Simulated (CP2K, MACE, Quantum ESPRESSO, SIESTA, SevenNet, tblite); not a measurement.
# Pressure against volume in rutile SnO2, size series (96 atoms), QE, PBE

The cell holds 96 atoms: 32 Sn and 64 O. Cell: a = 9.474 Å, b = 9.474 Å, c = 12.744 Å, α = 90.0°, β = 90.0°, γ = 90.0°. It derives from SnO2 (rutile), repeated 2×2×4. Rutile SnO2 (cell 4.737, 4.737, 3.186, 90, 90, 90), 2 x 2 x 4 conventional cells; ideal positions. Then the atoms were relaxed with SevenNet 0 in the fixed cell.

Calculated with Quantum ESPRESSO 7.5: PBE; plane waves, SSSP efficiency, 60/480 Ry; k-points Γ. The unchanged cell has V0 = 11.915 Å³ an atom and P0 = 11.026 GPa. It is scaled evenly, with fractional positions held.

| volume (Å³/atom) | pressure (GPa) |
| --- | --- |
| 11.200 | 27.86 |
| 11.558 | ? |
| 12.273 | 4.468 |
| 12.630 | -1.080 |

**Question.** Fit a second-order expansion in ln V to the rows given and interpolate to the withheld row.

**Working.**

To second order in u = ln(V/V0), P = P0 − B u + ½ B B′ u², with B the bulk modulus at V0 and B′ its pressure derivative. So v = (P − P0)/u is a line in u, with intercept −B and slope ½ B B′.

| u | v (GPa) |
| --- | --- |
| -0.0618754 | -272.074 |
| 0.0295588 | -221.853 |
| 0.0582689 | -207.766 |

With n = 3: mean u = 0.00865077, mean v = -233.898, Σ(u − ū)² = 0.0078730, Σ(u − ū)(v − v̄) = 4.2409. Slope b = 4.2409 / 0.0078730 = 538.66; intercept a = v̄ − b ū = -238.56.

So B = 239 GPa and B′ = 2b/B = 4.5. At the withheld volume u = -0.03046, v = a + b u = -255.0 GPa, and P = P0 + u v.

Prediction at 11.558: 18.79 GPa. The run gave 18.75 GPa, so the fit is high by 0.047 GPa (0.25 % of the value).

B′ = 4.5 rests on three points. Among the rows given, the largest miss of the fit is at 12.630, by 0.035 GPa (0.12 % of the range of the table).

Limits: Static cells at zero temperature, with the cell shape held.

[Hosts, paths, dates, database ids (printed as entryN), source tags and the programs' standing remarks are cut or masked in the printed files.]
